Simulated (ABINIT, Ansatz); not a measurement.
# Converging GW for P2Ir (P2_1/c) in ABINIT

Wanted: a converged G0W0 gap of P2Ir (P2_1/c), or an estimate of the limit.

Main program and level: ABINIT 10.8.3; LDA and many-body steps on it, plane waves.

### 1. Starting point

The structure is monoclinic, space group P2_1/c (No. 14). The conventional cell has a = 5.772 Å, b = 5.807 Å, c = 5.872 Å, α = 90.00°, β = 111.25°, γ = 90.00°. Nearest to P lie 1 P at 2.22 Å and 3 Ir at 2.41 to 2.42 Å. P has 1 P at 2.22 Å and 3 Ir at 2.33 to 2.35 Å nearest. Ir has 6 P at 2.33 to 2.42 Å nearest. Farther neighbours are not listed.

The cell and positions are those that the Materials Project relaxed with its own functionals (PBE, PBE+U or r2SCAN), kept fixed. Spin-orbit coupling is left out unless a step names it.

### 2. Empty states on the mesh, 2×2×2 mesh, 661 bands

This step: ABINIT 10.8.3; DFT, LDA, plane waves, norm-conserving pseudopotentials.

The sums over transitions need many empty states on a uniform mesh; this step solves for them.

Contents of run.abi:

```
acell 3*1.0 Angstrom
rprim 
  5.772335097500 0.000000000000 -0.000000000000
  0.000000000000 5.806731510000 0.000000000000
  -2.128499726500 0.000000000000 5.473140883600
ntypat 2
znucl 15 77
natom 12
typat 1 1 1 1 1 1 1 1 2 2 2 2
xred 
  0.158006700000 0.881881860000 0.870287720000
  0.841993300000 0.381881860000 0.629712280000
  0.841993300000 0.118118140000 0.129712280000
  0.158006700000 0.618118140000 0.370287720000
  0.334322990000 0.377205270000 0.188546390000
  0.665677010000 0.877205270000 0.311453610000
  0.665677010000 0.622794730000 0.811453610000
  0.334322990000 0.122794730000 0.688546390000
  0.271866410000 0.498830410000 0.791578690000
  0.728133590000 0.998830410000 0.708421310000
  0.728133590000 0.501169590000 0.208421310000
  0.271866410000 0.001169590000 0.291578690000
pp_dirpath "pseudos"
pseudos "P.upf, Ir.upf"
ecut 24
ngkpt 2 2 2
nshiftk 1
shiftk 0 0 0
kptopt 1
chksymbreak 0
iscf -2
irdden 1
istwfk *1
nband 661
nbdbuf 60
tolwfr 1e-09
nstep 60
prtvol 0
indata_prefix "in"
outdata_prefix "out"
tmpdata_prefix "tmp"
```

Launch:

```console
OMP_NUM_THREADS=2 mpirun -n 8 abinit run.abi > log
```

Numbers of over 12 decimals in the logs are rounded to 6 here.

Log:

```text
.Version 10.8.3 of ABINIT. v10.8.2 released Aug 2026.

 Symmetries : space group P2_1/c (# 14); Bravais mP (primitive monocl.)
[... echo of the input left out ...]
== DATASET  1 ==================================================================
-   mpi_nproc: 8, omp_nthreads: 2 (-1 if OMP is not activated)

--- !DatasetInfo
iteration_state: {dtset: 1, }
dimensions: {natom: 12, nkpt: 8, mband: 661, nsppol: 1, nspinor: 1, nspden: 1, mpw: 6990, }
cutoff_energies: {ecut:  24.0, pawecutdg:  -1.0, }
[...]
4.46833    4.47458    4.48642    4.49273    4.49612    4.49848    4.50049    4.50331
   4.50994    4.51184    4.51381    4.51926    4.52023    4.53328    4.53617    4.54636
   4.55004    4.55746    4.55973    4.56514    4.56949
 prteigrs : prtvol=0 or 1, do not print more k-points.

== END DATASET(S) ==============================================================
================================================================================

 -outvars: echo values of variables after computation  --------
            nband         661
             nkpt           8
          spgroup          14
 [... the other variables as echoed above ...]

 Calculation completed.
```

It took 5.4 min on 8 MPI ranks of Arm Neoverse V2, shared host; peak memory 1.4 GiB.

Numbers from this step:

* gap: 0.6207 eV
* k of the valence top: 0.5, 0.5, 0.5
* k of the conduction bottom: 0, 0, 0
* least direct gap: 1.526 eV
* k points computed: 8
* lowest point of the top converged band, above the valence top: 105.8689 eV

On this mesh the gap is 0.621 eV.

The density comes from a self-consistent run that is not shown.

### 3. Screening, 2×2×2 mesh, 122 bands, screening to 76.2 eV

The RPA dielectric matrix is built and inverted for each q.

This step: RPA screening on LDA, plane waves, norm-conserving pseudopotentials.

Changes to run.abi since step 2:

```diff
@@ -30,10 +30,11 @@
 chksymbreak 0
-iscf -2
-irdden 1
 istwfk *1
-nband 661
-nbdbuf 60
-tolwfr 1e-09
-nstep 60
-prtvol 0
+occopt 1
+irdwfk 1
+optdriver 3
+nband 122
+ecuteps 2.8
+inclvkb 2
+awtr 1
+symchi 1
 indata_prefix "in"
```

Launch:

```console
OMP_NUM_THREADS=1 mpirun -n 16 abinit run.abi > log
```

Log:

```text
.Version 10.8.3 of ABINIT. v10.8.2 released Aug 2026.

 Symmetries : space group P2_1/c (# 14); Bravais mP (primitive monocl.)
[... echo of the input left out ...]
== DATASET  1 ==================================================================
-   mpi_nproc: 16, omp_nthreads: 1 (-1 if OMP is not activated)

--- !DatasetInfo
iteration_state: {dtset: 1, }
dimensions: {natom: 12, nkpt: 8, mband: 122, nsppol: 1, nspinor: 1, nspden: 1, mpw: 6990, }
cutoff_energies: {ecut:  24.0, pawecutdg:  -1.0, }
electrons: {nelect:   1.08000000E+02, charge:   0.00000000E+00, occopt:   1.00000000E+00, tsmear:   1.00000000E-02, }

 SCREENING: Calculation of the susceptibility and dielectric matrices

 Based on a program developped by R.W. Godby, V. Olevano, G. Onida, and L. Reining.
 Incorporated in ABINIT by V. Olevano, G.-M. Rignanese, and M. Torrent.
.Using double precision arithmetic ; gwpc =  8

[... cell and pseudopotentials left out ...]
--------------------------------------------------------------------------------

 ==== K-mesh for the wavefunctions ====
 Number of points in the irreducible wedge :     8
[... list of points left out ...]
 Together with  4 symmetry operations and time-reversal symmetry
 yields     8 points in the full Brillouin Zone.

 ==== Q-mesh for the screening function ====
 Number of points in the irreducible wedge :     8
[... list of points left out ...]
 Together with  4 symmetry operations and time-reversal symmetry
 yields     8 points in the full Brillouin Zone.

 setmesh: FFT mesh size selected  =    32x   36x   32
          total number of points  =        36864

 vcoul_init : cutoff-mode = AUXILIARY_FUNCTION
 q-points for optical limit:   1
     1)      0.000010    0.000020    0.000030

- screening: taking advantage of time-reversal symmetry
- Maximum band index for partially occupied states nbvw = 54
- Remaining bands to be divided among processors   nbcw = 68
- Number of bands treated by each node ~4

 Number of electrons calculated from density =  108.0000; Expected =  108.0000
 average of density, n =  0.087238
 r_s =    1.3987
 omega_plasma =   28.4911 [eV]

 calculating chi0 at frequencies [eV] :
  1    0.000000E+00    0.000000E+00
  2    0.000000E+00    2.849110E+01

--------------------------------------------------------------------------------
  q-point number  1        q = ( 0.000000, 0.000000, 0.000000) [r.l.u.]
--------------------------------------------------------------------------------
[... chi0 elements left out ...]
 For q-point:  0.000010 0.000020 0.000030
  dielectric constant =  19.0773
  dielectric constant without local fields =  19.9182

  Average fulfillment of the sum rule on Im[epsilon] for q-point    1 :     39.14  [%]
[... wings left out ...]
  q-point number  2        q = ( 0.500000, 0.000000, 0.000000) [r.l.u.]
--------------------------------------------------------------------------------
[... chi0 elements left out ...]
  Average fulfillment of the sum rule on Im[epsilon] for q-point    2 :     47.48  [%]

 [... 6 further q-points ...]
```

Wall time 43 s (16 MPI ranks); peak memory 8.3 GiB.

Numbers from this step:

```
ε∞ with local fields, on this mesh, along the program's q direction : 19.08
the same without local fields                                       : 19.92
plasma frequency                                                    : 28.49 eV
plane waves in the screening matrix                                 : 267
```

Local fields lower ε∞ by 4 %. On a Γ-centred mesh this coarse the value itself is usually too large, while a short band sum pulls it down.

### 4. 122 bands, 76.2 eV

The self-energy is evaluated for the states that the input lists, and the levels follow from it, in one-shot runs by the linearised quasiparticle equation.

This step: G0W0 on LDA, plane waves, norm-conserving pseudopotentials.

Changes to run.abi since step 3:

```diff
@@ -33,8 +33,19 @@
 irdwfk 1
-optdriver 3
+optdriver 4
 nband 122
+gwcalctyp 0
+ecutsigx 24
+symsigma 1
+nkptgw 3
+kptgw 
+  0.5000000000 0.5000000000 0.5000000000
+  0.0000000000 0.0000000000 0.0000000000
+  0.0000000000 0.5000000000 0.5000000000
+bdgw 
+  53 56
+  53 56
+  53 56
 ecuteps 2.8
-inclvkb 2
-awtr 1
-symchi 1
+irdscr 1
+ppmodel 1
 indata_prefix "in"
```

Log:

```text
.Version 10.8.3 of ABINIT. v10.8.2 released Aug 2026.

 Symmetries : space group P2_1/c (# 14); Bravais mP (primitive monocl.)
[... echo of the input left out ...]
== DATASET  1 ==================================================================
-   mpi_nproc: 16, omp_nthreads: 1 (-1 if OMP is not activated)

--- !DatasetInfo
iteration_state: {dtset: 1, }
dimensions: {natom: 12, nkpt: 8, mband: 122, nsppol: 1, nspinor: 1, nspden: 1, mpw: 6990, }
cutoff_energies: {ecut:  24.0, pawecutdg:  -1.0, }
electrons: {nelect:   1.08000000E+02, charge:   0.00000000E+00, occopt:   1.00000000E+00, tsmear:   1.00000000E-02, }

 SIGMA: Calculation of the GW corrections

 Based on a program developped by R.W. Godby, V. Olevano, G. Onida, and L. Reining.
 Incorporated in ABINIT by V. Olevano, G.-M. Rignanese, and M. Torrent.
.Using double precision arithmetic ; gwpc =  8

[... cell and pseudopotentials left out ...]
--------------------------------------------------------------------------------

 ==== K-mesh for the wavefunctions ====
 Number of points in the irreducible wedge :     8
[... list of points left out ...]
 Together with  4 symmetry operations and time-reversal symmetry
 yields     8 points in the full Brillouin Zone.

 ==== Q-mesh for screening function ====
 Number of points in the irreducible wedge :     8
[... list of points left out ...]
 Together with  4 symmetry operations and time-reversal symmetry
 yields     8 points in the full Brillouin Zone.

 vcoul_init : cutoff-mode = AUXILIARY_FUNCTION
 q-points for optical limit:   1
     1)      0.000010    0.000020    0.000030
 setmesh: FFT mesh size selected  =    48x   54x   48
          total number of points  =       124416

 Number of electrons calculated from density =  108.0000; Expected =  108.0000
 average of density, n =  0.087238
 r_s =    1.3987
 omega_plasma =   28.4911 [eV]

 === KS Band Gaps ===
  >>>> For spin  1
   Minimum direct gap =   1.5260 [eV], located at k-point      :   0.0000  0.5000  0.5000
   Fundamental gap    =   0.6207 [eV], Top of valence bands at :   0.5000  0.5000  0.5000
                                       Bottom of conduction at :   0.0000  0.0000  0.0000
 SIGMA fundamental parameters:
 PLASMON POLE MODEL  1
 number of plane-waves for SigmaX                 6909
 number of plane-waves for SigmaC and W            267
 number of plane-waves for wavefunctions          6909
 number of bands                                   122
 number of independent spin polarizations            1
 number of spinorial components                      1
 number of k-points in IBZ                           8
 number of q-points in IBZ                           8
 number of symmetry operations                       4
 number of k-points in BZ                            8
 number of q-points in BZ                            8
 number of frequencies for dSigma/dE                 9
 frequency step for dSigma/dE [eV]                0.25
 number of omega for Sigma on real axis              0
 max omega for Sigma on real axis  [eV]           0.00
 zcut for avoiding poles [eV]                     0.10

 EPSILON^-1 parameters (SCR file):
 dimension of the eps^-1 matrix on file            267
 dimension of the eps^-1 matrix used               267
 number of plane-waves for wavefunctions          6909
 number of bands                                   122
 number of q-points in IBZ                           8
 number of frequencies                               2
 number of real frequencies                          1
 number of imag frequencies                          1

 matrix elements of self-energy operator (all in [eV])

 Perturbative Calculation

--- !SelfEnergy_ee
iteration_state: {dtset: 1, }
kpoint     : [   0.500,    0.500,    0.500, ]
spin       : 1
KS_gap     :    1.620
QP_gap     :    2.498
Delta_QP_KS:    0.878
data: !SigmaeeData |
     Band     E0 <VxcDFT>   SigX SigC(E0)      Z dSigC/dE  Sig(E)    E-E0       E
       53  10.103 -13.334 -14.672   2.155   0.808  -0.237 -12.673   0.661  10.764
       54  10.103 -13.334 -14.672   2.155   0.808  -0.237 -12.673   0.661  10.764
       55  11.722 -17.574 -13.357  -2.298   0.802  -0.246 -16.034   1.540  13.262
       56  11.722 -17.574 -13.357  -2.298   0.802  -0.246 -16.034   1.540  13.262

--- !SelfEnergy_ee
iteration_state: {dtset: 1, }
kpoint     : [   0.000,    0.000,    0.000, ]
spin       : 1
KS_gap     :    1.908
QP_gap     :    2.191
Delta_QP_KS:    0.283
data: !SigmaeeData |
     Band     E0 <VxcDFT>   SigX SigC(E0)      Z dSigC/dE  Sig(E)    E-E0       E
       53   8.684 -18.200 -20.373   3.589   0.793  -0.261 -17.078   1.123   9.806
       54   8.816 -18.064 -20.300   3.643   0.790  -0.266 -16.953   1.111   9.926
[...]
--- !SelfEnergy_ee
iteration_state: {dtset: 1, }
kpoint     : [   0.000,    0.500,    0.500, ]
spin       : 1
KS_gap     :    1.526
QP_gap     :    2.113
Delta_QP_KS:    0.587
data: !SigmaeeData |
     Band     E0 <VxcDFT>   SigX SigC(E0)      Z dSigC/dE  Sig(E)    E-E0       E
[...]
54   9.986 -15.003 -16.631   2.644   0.804  -0.244 -14.186   0.816  10.802
       55  11.512 -17.001 -13.480  -1.768   0.800  -0.249 -15.598   1.404  12.915
       56  11.512 -17.001 -13.480  -1.768   0.800  -0.249 -15.598   1.404  12.915

== END DATASET(S) ==============================================================
================================================================================

 -outvars: echo values of variables after computation  --------
           etotal      0.0000000000E+00
            nband         122
             nkpt           8
          spgroup          14
 [... the other variables as echoed above ...]

 Calculation completed.
```

Wall time 5.3 s (16 MPI ranks); peak memory 2.5 GiB; 82 s of CPU time.

Numbers from this step:

| Property | Result |
| --- | --- |
| G0W0 gap on the points computed | 1.315 eV |
| starting gap on the mesh | 0.6207 eV |
| k of the valence top | 0, 0.5, 0.5 |
| k of the conduction bottom | 0, 0, 0 |
| Z at the valence top | 0.804 |
| Z at the conduction bottom | 0.799 |
| least direct G0W0 gap on the computed points | 2.113 eV |

The gap on the mesh goes from 0.62 eV to 1.32 eV, a correction of +0.69 eV.

### 5. Screening, 2×2×2 mesh, 277 bands, screening to 141.5 eV

This step: RPA screening on LDA, plane waves, norm-conserving pseudopotentials.

Changes to run.abi since step 4:

```diff
@@ -33,19 +33,8 @@
 irdwfk 1
-optdriver 4
-nband 122
-gwcalctyp 0
-ecutsigx 24
-symsigma 1
-nkptgw 3
-kptgw 
-  0.5000000000 0.5000000000 0.5000000000
-  0.0000000000 0.0000000000 0.0000000000
-  0.0000000000 0.5000000000 0.5000000000
-bdgw 
-  53 56
-  53 56
-  53 56
-ecuteps 2.8
-irdscr 1
-ppmodel 1
+optdriver 3
+nband 277
+ecuteps 5.2
+inclvkb 2
+awtr 1
+symchi 1
 indata_prefix "in"
```

Log:

```text
.Version 10.8.3 of ABINIT. v10.8.2 released Aug 2026.

 Symmetries : space group P2_1/c (# 14); Bravais mP (primitive monocl.)
[... echo of the input left out ...]
== DATASET  1 ==================================================================
-   mpi_nproc: 16, omp_nthreads: 1 (-1 if OMP is not activated)

--- !DatasetInfo
iteration_state: {dtset: 1, }
dimensions: {natom: 12, nkpt: 8, mband: 277, nsppol: 1, nspinor: 1, nspden: 1, mpw: 6990, }
cutoff_energies: {ecut:  24.0, pawecutdg:  -1.0, }
electrons: {nelect:   1.08000000E+02, charge:   0.00000000E+00, occopt:   1.00000000E+00, tsmear:   1.00000000E-02, }

 SCREENING: Calculation of the susceptibility and dielectric matrices

 Based on a program developped by R.W. Godby, V. Olevano, G. Onida, and L. Reining.
 Incorporated in ABINIT by V. Olevano, G.-M. Rignanese, and M. Torrent.
.Using double precision arithmetic ; gwpc =  8

[... cell and pseudopotentials left out ...]
--------------------------------------------------------------------------------

 ==== K-mesh for the wavefunctions ====
 Number of points in the irreducible wedge :     8
[... list of points left out ...]
 Together with  4 symmetry operations and time-reversal symmetry
 yields     8 points in the full Brillouin Zone.

 ==== Q-mesh for the screening function ====
 Number of points in the irreducible wedge :     8
[... list of points left out ...]
 Together with  4 symmetry operations and time-reversal symmetry
 yields     8 points in the full Brillouin Zone.

 setmesh: FFT mesh size selected  =    36x   36x   36
          total number of points  =        46656

 vcoul_init : cutoff-mode = AUXILIARY_FUNCTION
 q-points for optical limit:   1
     1)      0.000010    0.000020    0.000030

- screening: taking advantage of time-reversal symmetry
- Maximum band index for partially occupied states nbvw = 54
- Remaining bands to be divided among processors   nbcw = 223
- Number of bands treated by each node ~13

 Number of electrons calculated from density =  108.0000; Expected =  108.0000
 average of density, n =  0.087238
 r_s =    1.3987
 omega_plasma =   28.4911 [eV]

 calculating chi0 at frequencies [eV] :
  1    0.000000E+00    0.000000E+00
  2    0.000000E+00    2.849110E+01

--------------------------------------------------------------------------------
  q-point number  1        q = ( 0.000000, 0.000000, 0.000000) [r.l.u.]
--------------------------------------------------------------------------------
[... chi0 elements left out ...]
 For q-point:  0.000010 0.000020 0.000030
  dielectric constant =  18.8064
  dielectric constant without local fields =  20.0386

  Average fulfillment of the sum rule on Im[epsilon] for q-point    1 :     69.61  [%]
[... wings left out ...]
  q-point number  2        q = ( 0.500000, 0.000000, 0.000000) [r.l.u.]
--------------------------------------------------------------------------------
[... chi0 elements left out ...]
  Average fulfillment of the sum rule on Im[epsilon] for q-point    2 :     74.73  [%]

 [... 6 further q-points ...]
```

Elapsed: 2.9 min, on 16 MPI ranks; peak memory 11 GiB.

Numbers from this step:

- ε∞ with local fields, on this mesh, along the program's q direction: 18.81
- the same without local fields: 20.04
- plasma frequency: 28.49 eV
- plane waves in the screening matrix: 701

[end of part 1 of 2]

[Paths, hosts, dates, memory and timing lines, banners, echoed tables and standing remarks are left out of the program output.]

[Logs are printed without paths, hosts, clocks, repeated set-up lines and the standing remarks that a program may print on its own settings, such as how far it seeks lower states.]

[Runs of the session that timed out or met a known fault of the program may be left out.]

[Hosts, paths, dates, database ids (printed as entryN), source tags and the programs' standing remarks are cut or masked in the printed files.]

[G0W0 gaps are taken among the corrected bands and points alone; a level outside them can change the order at an edge.]

[Where Ansatz stands beside ABINIT at settings called matched, ABINIT's density can come from a denser mesh and the files from another edition; pairs whose starting gaps differed by over 0.03 eV were left out, so agreement reads better than it is.]
